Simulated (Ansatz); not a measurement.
# Site preference of Si in place of C in amorphous carbon (123 atoms), part 3 of 3

Aim: make Si in place of C at several sites of amorphous carbon (123 atoms), relax each, and compare their energies.

Ansatz 0.2.0; Kohn-Sham DFT, PBE, PAW (set soft_2), plane waves.

The cell: 123 C. The quench rate of 500 K/ps far exceeds what a furnace or splat quench reaches. The starting topology of bonds comes from the classical model. Sampling is at Γ alone, for a cell whose shortest periodic width is 11 Å.

So far. Step 6 (Si on a site of C, site C111): The relaxation converged after 13 steps, 5.93 eV below its start, with a largest force component of 0.041 eV/Å.

### 7. Si on a site of C, site C75

The site has 3 bonded neighbours (C3) at 1.47 Å on average. 

Contents of input.yaml:

```yaml
crystal:
  lattice:
    - [11.0851, 0.0, 0.0]
    - [0.0, 11.0851, 0.0]
    - [0.0, 0.0, 11.0851]
  atoms:
    [... atom lines 1 to 71 left out ...]
    - { symbol: C, position: [0.0886, 0.78318, 0.01272] }
    - { symbol: C, position: [0.87163, 0.79378, 0.85065] }
    - { symbol: C, position: [0.87152, 0.37217, 0.54699] }
    - { symbol: Si, position: [0.9086, 0.88178, 0.93022] }
    - { symbol: C, position: [0.21351, 0.10715, 0.11295] }
    - { symbol: C, position: [0.53618, 0.61829, 0.12482] }
    - { symbol: C, position: [0.9923, 0.84857, 0.67272] }
    [... atom lines 79 to 123 left out ...]
kpoints:
  mp_grid: { grid: [1, 1, 1] }
hamiltonian:
  xc: pbe
scf:
  occupations: { method: gaussian, width: 0.05 }
output:
  forces: true
  eigenvalues: true
relax:
  f_tol: 0.05
  max_steps: 90
```

On the command line:

```
$ ansatz run input.yaml --threads 4 --pin off --max-ram 8192MiB --backend cpu --events-out ev --progress --plain --runs-dir out
```

Numbers of over 12 decimals in the logs are rounded to 6 here.

What it wrote:

```text
[...]
Crystal: 123 atoms, lattice volume = 1362.131 Å³
Basis set: ecut = 420 eV, 26745 PW (Γ), exchange–correlation on 150×150×150 points (8 copies of the dense FFT grid, shifted against one another)
Bands: 369, of which v1, the nominal top of the filled ones, is band 246 counted from 1 (245 counted from 0)
Symmetry: 1 space group operations
[...]
k-points: 1
[...]
SCF iter   1: F=—  HF=-31148.839507 eV  |F-HF|=—  |Δ(HF+E_count)|=         —  Δρ=1.36e-2  dr2=4.05e0  ethr=1.77e-3  ⟨swp⟩=6.0  Hψ=1641  notcnv=0  defer=91
[...]
SCF iter   9: F=—  HF=-31148.196995 eV  |F-HF|=—  |Δ(HF+E_count)|=   2.85e-6  Δρ=4.46e-5  dr2=6.68e-5  ethr=6.41e-8  ⟨swp⟩=2.0  Hψ=305  notcnv=0  defer=114
SCF iter  10: F=-31148.196966 eV  HF=-31148.196987 eV  |F-HF|=2.05e-5  |Δ(HF+E_count)|=   8.68e-6  Δρ=2.54e-5  dr2=2.13e-5  ethr=1.27e-8  ⟨swp⟩=21.0  Hψ=2405  notcnv=0
SCF 1 converged in 10 iterations: F = -31148.196966 eV  dr2 = 2.13e-5
[...]
relax step   1: F+E_penalty+E_count = -31148.19696615 eV  Δ(F+E_penalty+E_count) = +0.000e0 eV  max|allowed force component| = 1.851e1 eV/Å  Δτ_max = 0.0000 Å  (10 SCF iters, dr2 threshold 6.25e-5 eV, accepted)
[...]
relax step   2: F+E_penalty+E_count = -31153.72278499 eV  Δ(F+E_penalty+E_count) = -5.526e0 eV  max|allowed force component| = 7.628e0 eV/Å  Δτ_max = 0.1649 Å  (8 SCF iters, dr2 threshold 1.00e-4 eV, accepted)
[...]
relax step   3: F+E_penalty+E_count = -31155.59281929 eV  Δ(F+E_penalty+E_count) = -1.870e0 eV  max|allowed force component| = 3.453e0 eV/Å  Δτ_max = 0.2000 Å  (8 SCF iters, dr2 threshold 1.00e-4 eV, accepted)
relax step   4: F+E_penalty+E_count = -31156.26501043 eV  Δ(F+E_penalty+E_count) = -6.722e-1 eV  max|allowed force component| = 1.222e0 eV/Å  Δτ_max = 0.1900 Å  (8 SCF iters, dr2 threshold 1.00e-4 eV, accepted)
relax step   5: F+E_penalty+E_count = -31156.48858278 eV  Δ(F+E_penalty+E_count) = -2.236e-1 eV  max|allowed force component| = 9.759e-1 eV/Å  Δτ_max = 0.2000 Å  (8 SCF iters, dr2 threshold 1.00e-4 eV, accepted)
relax step   6: F+E_penalty+E_count = -31156.61352569 eV  Δ(F+E_penalty+E_count) = -1.249e-1 eV  max|allowed force component| = 2.492e-1 eV/Å  Δτ_max = 0.0437 Å  (7 SCF iters, dr2 threshold 1.00e-4 eV, accepted)
relax step   7: F+E_penalty+E_count = -31156.62820773 eV  Δ(F+E_penalty+E_count) = -1.468e-2 eV  max|allowed force component| = 1.761e-1 eV/Å  Δτ_max = 0.0200 Å  (7 SCF iters, dr2 threshold 4.05e-6 eV, accepted)
relax step   8: F+E_penalty+E_count = -31156.63557565 eV  Δ(F+E_penalty+E_count) = -7.368e-3 eV  max|allowed force component| = 1.327e-1 eV/Å  Δτ_max = 0.0123 Å  (9 SCF iters, accepted)
relax step   9: F+E_penalty+E_count = -31156.64075695 eV  Δ(F+E_penalty+E_count) = -5.181e-3 eV  max|allowed force component| = 8.270e-2 eV/Å  Δτ_max = 0.0132 Å  (6 SCF iters, dr2 threshold 8.79e-6 eV, accepted)
relax step  10: F+E_penalty+E_count = -31156.64358581 eV  Δ(F+E_penalty+E_count) = -2.829e-3 eV  max|allowed force component| = 7.639e-2 eV/Å  Δτ_max = 0.0102 Å  (7 SCF iters, dr2 threshold 2.66e-6 eV, accepted)
relax step  11: F+E_penalty+E_count = -31156.64827733 eV  Δ(F+E_penalty+E_count) = -4.692e-3 eV  max|allowed force component| = 1.169e-1 eV/Å  Δτ_max = 0.0240 Å  (10 SCF iters, accepted)
relax step  12: F+E_penalty+E_count = -31156.65884769 eV  Δ(F+E_penalty+E_count) = -1.057e-2 eV  max|allowed force component| = 3.453e-1 eV/Å  Δτ_max = 0.0565 Å  (8 SCF iters, dr2 threshold 1.17e-5 eV, accepted)
relax step  13: F+E_penalty+E_count = -31156.65478969 eV  Δ(F+E_penalty+E_count) = +4.058e-3 eV  max|allowed force component| = 6.980e-1 eV/Å  Δτ_max = 0.1954 Å  (8 SCF iters, dr2 threshold 1.00e-4 eV, rejected (line search))
relax step  14: F+E_penalty+E_count = -31156.23117195 eV  Δ(F+E_penalty+E_count) = +4.277e-1 eV  max|allowed force component| = 4.546e0 eV/Å  Δτ_max = 0.0937 Å  (13 SCF iters, rejected (line search))
relax step  15: F+E_penalty+E_count = -31156.69316565 eV  Δ(F+E_penalty+E_count) = -3.432e-2 eV  max|allowed force component| = 3.667e-1 eV/Å  Δτ_max = 0.0462 Å  (13 SCF iters, accepted)
relax step  16: F+E_penalty+E_count = -31156.76317061 eV  Δ(F+E_penalty+E_count) = -7.000e-2 eV  max|allowed force component| = 4.765e-1 eV/Å  Δτ_max = 0.0989 Å  (8 SCF iters, dr2 threshold 1.00e-4 eV, accepted)
relax step  17: F+E_penalty+E_count = -31156.70808915 eV  Δ(F+E_penalty+E_count) = +5.508e-2 eV  max|allowed force component| = 1.068e0 eV/Å  Δτ_max = 0.0813 Å  (8 SCF iters, dr2 threshold 1.00e-4 eV, rejected (line search))
relax step  18: F+E_penalty+E_count = -31156.77939241 eV  Δ(F+E_penalty+E_count) = -1.622e-2 eV  max|allowed force component| = 2.654e-1 eV/Å  Δτ_max = 0.0188 Å  (12 SCF iters, accepted)
relax step  19: F+E_penalty+E_count = -31156.78510448 eV  Δ(F+E_penalty+E_count) = -5.712e-3 eV  max|allowed force component| = 1.681e-1 eV/Å  Δτ_max = 0.0173 Å  (6 SCF iters, dr2 threshold 2.18e-5 eV, accepted)
relax step  20: F+E_penalty+E_count = -31156.78662811 eV  Δ(F+E_penalty+E_count) = -1.524e-3 eV  max|allowed force component| = 1.088e-1 eV/Å  Δτ_max = 0.0035 Å  (5 SCF iters, dr2 threshold 8.76e-6 eV, accepted)
relax step  21: F+E_penalty+E_count = -31156.78780060 eV  Δ(F+E_penalty+E_count) = -1.172e-3 eV  max|allowed force component| = 7.648e-2 eV/Å  Δτ_max = 0.0059 Å  (6 SCF iters, dr2 threshold 4.74e-6 eV, accepted)
relax step  22: F+E_penalty+E_count = -31156.78847189 eV  Δ(F+E_penalty+E_count) = -6.713e-4 eV  max|allowed force component| = 5.247e-2 eV/Å  Δτ_max = 0.0058 Å  (8 SCF iters, accepted)
[...]
relax step  23: F+E_penalty+E_count = -31156.78877405 eV  Δ(F+E_penalty+E_count) = -3.022e-4 eV  max|allowed force component| = 3.511e-2 eV/Å  Δτ_max = 0.0063 Å  (8 SCF iters, accepted)
SCF converged after 8 iterations
Free energy (F): -31156.788774 eV
[...]
Internal energy: -31156.788606 eV  (E = F + TS)
E sigma→0 (E₀):  -31156.788690 eV
Entropy (-TS):   -0.000168 eV (-0.001 meV/atom)
Fermi energy:    4.760475 eV
[...]
Σ components = -31156.788774   (vs F -31156.788774, Δ=0.00e0)
--- Forces (eV/Å), atoms counted from 1 ---
  atom   1  C      0.00079100    -0.00083031     0.00228479
  atom   2  C      0.00289608     0.00204276     0.00482100
  atom   3  C     -0.00198138    -0.00121033     0.00164287
  atom   4  C     -0.00186059     0.00097726     0.00000847
[...]
atom 123  C     -0.00060094     0.00105049     0.00020899
  max |Σ_I F_I| component: 6.77e-5 eV/Å
--- Band table (eV) ---
[...]
--- Relaxed structure (23 steps of the walk, 20 accepted, 0 SCFs on fresh bases) ---
  F+E_penalty+E_count = -31156.78877405 eV   max|allowed force component| = 3.511e-2 eV/Å
  atoms:
    - { symbol: C, position: [0.567712, 0.061580, 0.210083] }
    - { symbol: C, position: [0.643132, 0.616642, 0.061707] }
    - { symbol: C, position: [0.286510, 0.348204, 0.389442] }
    - { symbol: C, position: [0.222822, 0.071887, 0.977498] }
[...]
- { symbol: C, position: [0.865666, 0.621736, 0.204667] }
```

Run time: 6.3 min. Hardware: 4 threads of Arm Neoverse V1, shared host; peak memory 1.7 GiB; 24 min of CPU time.

The relaxation converged after 23 steps, 8.59 eV below its start, with a largest force component of 0.035 eV/Å.

### 8. Si on a site of C, site C63

The site has 3 bonded neighbours (C3) at 1.44 Å on average. 

Input and log are left out; they have the form of those shown for this kind of step.

Wall time 2.3 min (4 threads of Arm Neoverse V1, shared host); peak memory 1.7 GiB; 8.7 min of CPU time.

The relaxation converged after 8 steps, 8.23 eV below its start, with a largest force component of 0.050 eV/Å.

The surroundings of the Si atom, after relaxation, nearest first, numbered as they follow in the input and with coordinates relative to it.

```tsv
atom	x	y	z	distance (Å)	bonds
Si63	0.00	0.00	0.00	0.00	3
C123	0.75	1.35	-0.77	1.73	3
C5	-0.99	0.47	1.41	1.79	3
C87	-0.23	-1.53	-0.91	1.80	3
C46	-1.66	-0.81	1.33	2.28	3
C47	0.17	-2.39	0.14	2.40	3
C43	-1.17	1.88	1.31	2.57	3
C109	1.02	2.47	0.01	2.68	3
C7	-0.83	-2.18	1.36	2.71	4
C97	-0.57	0.08	-2.68	2.74	3
C101	-0.68	-1.41	-2.27	2.76	3
C36	1.48	1.32	-1.99	2.81	3
```

The column of bonds counts only the pairs C-C within 1.85 Å, C-Si within 2.06 Å; other neighbours, such as metal atoms beside each other in a compound, aren't counted, and periodic images can show an atom twice.

The largest move is 0.56 Å, by C5.

### 9. Si on a site of C, site C78

The site has 3 bonded neighbours (C3) at 1.48 Å on average. 

input.yaml, the sections that differ from step 7:

```yaml
crystal:
  lattice:
    - [11.0851, 0.0, 0.0]
    - [0.0, 11.0851, 0.0]
    - [0.0, 0.0, 11.0851]
  atoms:
    [... atom lines 1 to 74 left out ...]
    - { symbol: C, position: [0.9086, 0.88178, 0.93022] }
    - { symbol: C, position: [0.21351, 0.10715, 0.11295] }
    - { symbol: C, position: [0.53618, 0.61829, 0.12482] }
    - { symbol: Si, position: [0.9923, 0.84857, 0.67272] }
    - { symbol: C, position: [0.12809, 0.98514, 0.91404] }
    - { symbol: C, position: [0.53833, 0.82168, 0.23027] }
    - { symbol: C, position: [0.48607, 0.15427, 0.7796] }
    [... atom lines 82 to 123 left out ...]
# kpoints, hamiltonian, scf, output, relax: as in step 7
```

What it wrote:

```text
[...]
Crystal: 123 atoms, lattice volume = 1362.131 Å³
Basis set: ecut = 420 eV, 26745 PW (Γ), exchange–correlation on 150×150×150 points (8 copies of the dense FFT grid, shifted against one another)
Bands: 369, of which v1, the nominal top of the filled ones, is band 246 counted from 1 (245 counted from 0)
Symmetry: 1 space group operations
[...]
k-points: 1
[...]
SCF iter   1: F=—  HF=-31149.983143 eV  |F-HF|=—  |Δ(HF+E_count)|=         —  Δρ=1.32e-2  dr2=3.92e0  ethr=1.77e-3  ⟨swp⟩=6.0  Hψ=1643  notcnv=0  defer=90
[...]
SCF iter   7: F=—  HF=-31149.388789 eV  |F-HF|=—  |Δ(HF+E_count)|=   3.58e-5  Δρ=7.02e-5  dr2=7.61e-5  ethr=1.45e-7  ⟨swp⟩=2.0  Hψ=462  notcnv=0  defer=117
SCF iter   8: F=-31149.388795 eV  HF=-31149.388799 eV  |F-HF|=3.68e-6  |Δ(HF+E_count)|=   1.01e-5  Δρ=2.87e-5  dr2=1.12e-5  ethr=1.27e-8  ⟨swp⟩=21.0  Hψ=2398  notcnv=0
SCF 1 converged in 8 iterations: F = -31149.388795 eV  dr2 = 1.12e-5
[...]
relax step   1: F+E_penalty+E_count = -31149.38879547 eV  Δ(F+E_penalty+E_count) = +0.000e0 eV  max|allowed force component| = 1.695e1 eV/Å  Δτ_max = 0.0000 Å  (8 SCF iters, dr2 threshold 6.25e-5 eV, accepted)
[...]
relax step   2: F+E_penalty+E_count = -31154.44905993 eV  Δ(F+E_penalty+E_count) = -5.060e0 eV  max|allowed force component| = 6.764e0 eV/Å  Δτ_max = 0.1427 Å  (8 SCF iters, dr2 threshold 1.00e-4 eV, accepted)
[...]
relax step   3: F+E_penalty+E_count = -31156.34970928 eV  Δ(F+E_penalty+E_count) = -1.901e0 eV  max|allowed force component| = 2.239e0 eV/Å  Δτ_max = 0.1945 Å  (8 SCF iters, dr2 threshold 1.00e-4 eV, accepted)
relax step   4: F+E_penalty+E_count = -31156.43907931 eV  Δ(F+E_penalty+E_count) = -8.937e-2 eV  max|allowed force component| = 1.394e0 eV/Å  Δτ_max = 0.2000 Å  (9 SCF iters, dr2 threshold 1.00e-4 eV, accepted)
relax step   5: F+E_penalty+E_count = -31156.89630524 eV  Δ(F+E_penalty+E_count) = -4.572e-1 eV  max|allowed force component| = 5.494e-1 eV/Å  Δτ_max = 0.0881 Å  (6 SCF iters, dr2 threshold 1.00e-4 eV, accepted)
relax step   6: F+E_penalty+E_count = -31156.93803970 eV  Δ(F+E_penalty+E_count) = -4.173e-2 eV  max|allowed force component| = 3.818e-1 eV/Å  Δτ_max = 0.0419 Å  (6 SCF iters, dr2 threshold 4.69e-5 eV, accepted)
relax step   7: F+E_penalty+E_count = -31156.98187962 eV  Δ(F+E_penalty+E_count) = -4.384e-2 eV  max|allowed force component| = 2.494e-1 eV/Å  Δτ_max = 0.0916 Å  (8 SCF iters, dr2 threshold 2.27e-5 eV, accepted)
relax step   8: F+E_penalty+E_count = -31157.00831443 eV  Δ(F+E_penalty+E_count) = -2.643e-2 eV  max|allowed force component| = 2.828e-1 eV/Å  Δτ_max = 0.0650 Å  (7 SCF iters, dr2 threshold 2.65e-5 eV, accepted)
relax step   9: F+E_penalty+E_count = -31157.05371446 eV  Δ(F+E_penalty+E_count) = -4.540e-2 eV  max|allowed force component| = 2.919e-1 eV/Å  Δτ_max = 0.1254 Å  (8 SCF iters, dr2 threshold 3.41e-5 eV, accepted)
relax step  10: F+E_penalty+E_count = -31157.04924082 eV  Δ(F+E_penalty+E_count) = +4.474e-3 eV  max|allowed force component| = 4.747e-1 eV/Å  Δτ_max = 0.1392 Å  (7 SCF iters, dr2 threshold 8.52e-5 eV, rejected (line search))
relax step  11: F+E_penalty+E_count = -31157.09591403 eV  Δ(F+E_penalty+E_count) = -4.220e-2 eV  max|allowed force component| = 1.990e-1 eV/Å  Δτ_max = 0.0678 Å  (10 SCF iters, accepted)
relax step  12: F+E_penalty+E_count = -31157.05151344 eV  Δ(F+E_penalty+E_count) = +4.440e-2 eV  max|allowed force component| = 9.077e-1 eV/Å  Δτ_max = 0.0975 Å  (7 SCF iters, dr2 threshold 1.84e-5 eV, rejected (line search))
relax step  13: F+E_penalty+E_count = -31157.11573812 eV  Δ(F+E_penalty+E_count) = -1.982e-2 eV  max|allowed force component| = 5.220e-1 eV/Å  Δτ_max = 0.0474 Å  (9 SCF iters, accepted)
relax step  14: F+E_penalty+E_count = -31157.11031097 eV  Δ(F+E_penalty+E_count) = +5.427e-3 eV  max|allowed force component| = 9.673e-1 eV/Å  Δτ_max = 0.0237 Å  (5 SCF iters, dr2 threshold 1.00e-4 eV, rejected (line search))
relax step  15: F+E_penalty+E_count = -31157.12696679 eV  Δ(F+E_penalty+E_count) = -1.123e-2 eV  max|allowed force component| = 8.344e-2 eV/Å  Δτ_max = 0.0114 Å  (9 SCF iters, accepted)
relax step  16: F+E_penalty+E_count = -31157.12842964 eV  Δ(F+E_penalty+E_count) = -1.463e-3 eV  max|allowed force component| = 9.893e-2 eV/Å  Δτ_max = 0.0068 Å  (8 SCF iters, accepted)
relax step  17: F+E_penalty+E_count = -31157.12920766 eV  Δ(F+E_penalty+E_count) = -7.780e-4 eV  max|allowed force component| = 7.443e-2 eV/Å  Δτ_max = 0.0044 Å  (7 SCF iters, accepted)
relax step  18: F+E_penalty+E_count = -31157.12959842 eV  Δ(F+E_penalty+E_count) = -3.908e-4 eV  max|allowed force component| = 1.694e-2 eV/Å  Δτ_max = 0.0036 Å  (5 SCF iters, dr2 threshold 3.14e-6 eV, accepted)
[...]
relax step  19: F+E_penalty+E_count = -31157.12959915 eV  Δ(F+E_penalty+E_count) = -7.258e-7 eV  max|allowed force component| = 1.696e-2 eV/Å  Δτ_max = 0.0000 Å  (4 SCF iters, accepted)
SCF converged after 4 iterations
Free energy (F): -31157.129599 eV
[...]
Internal energy: -31157.119312 eV  (E = F + TS)
E sigma→0 (E₀):  -31157.124456 eV
Entropy (-TS):   -0.010287 eV (-0.084 meV/atom)
Fermi energy:    4.654576 eV
[...]
Σ components = -31157.129599   (vs F -31157.129599, Δ=0.00e0)
--- Forces (eV/Å), atoms counted from 1 ---
  atom   1  C      0.00084756     0.00309185     0.00156686
  atom   2  C      0.00176199     0.00349479     0.00112314
  atom   3  C     -0.00250449    -0.00177463     0.00109356
  atom   4  C      0.00500277    -0.00528017     0.00504441
[...]
atom 123  C      0.00000378     0.00528090    -0.00338909
  max |Σ_I F_I| component: 1.45e-4 eV/Å
--- Band table (eV) ---
[...]
--- Relaxed structure (19 steps of the walk, 16 accepted, 0 SCFs on fresh bases) ---
  F+E_penalty+E_count = -31157.12959915 eV   max|allowed force component| = 1.696e-2 eV/Å
  atoms:
    - { symbol: C, position: [0.556552, 0.063048, 0.219390] }
    - { symbol: C, position: [0.650109, 0.618713, 0.059415] }
    - { symbol: C, position: [0.286938, 0.355062, 0.385558] }
    - { symbol: C, position: [0.213879, 0.066077, 0.981423] }
[...]
- { symbol: C, position: [0.868073, 0.616344, 0.212823] }
```

Run time: 5.2 min. Hardware: 4 threads; peak memory 1.7 GiB.

The relaxation converged after 19 steps, 7.74 eV below its start, with a largest force component of 0.017 eV/Å.

### 10. The sites compared

All these cells hold the same atoms, so their energies can be compared with no chemical potential.

```tsv
site	neighbours	mean distance (Å)	atoms within 6 Å	energy over the best site (eV)	before relaxation (eV)	gain on relaxing (eV)
C111	C4	1.57	79	0.00	0.00	5.93
C78	C3	1.48	74	0.22	2.03	7.74
C75	C3	1.47	83	0.56	3.22	8.59
C45	C2	1.32	82	1.63	6.48	10.78
C63	C3	1.44	90	2.38	4.68	8.23
```

Neighbours are those of the relaxed host within 1.85 Å (C-C); other pairs aren't counted.

### 11. Findings

The cheapest site is C111 (4 neighbours, C4); the dearest, C63 (3 neighbours, C3), costs 2.4 eV more. By coordination the energies over the best site are 1.63 eV with 2 neighbours, 0.22 to 2.38 eV with 3 neighbours and 0.00 eV with 4 neighbours. Relaxation gains 5.9 to 11 eV and leaves the best site the same.

Caveats: Defects are neutral and interact with their images. In a disordered cell the relaxation can also rearrange atoms far from the site. Only 5 of the 123 C sites were tried, so a cheaper one may exist. The stress is far from hydrostatic: its diagonal is -13.2, -9.3, -7.7 GPa, compression counted positive. The pressure of -10 GPa means that a free cell would contract at this level.

The DFT runs together took 29 min of wall time.

[Logs are printed without paths, hosts, clocks, repeated set-up lines and the standing remarks that a program may print on its own settings, such as how far it seeks lower states.]

[Hosts, paths, dates, database ids (printed as entryN), source tags and the programs' standing remarks are cut or masked in the printed files.]
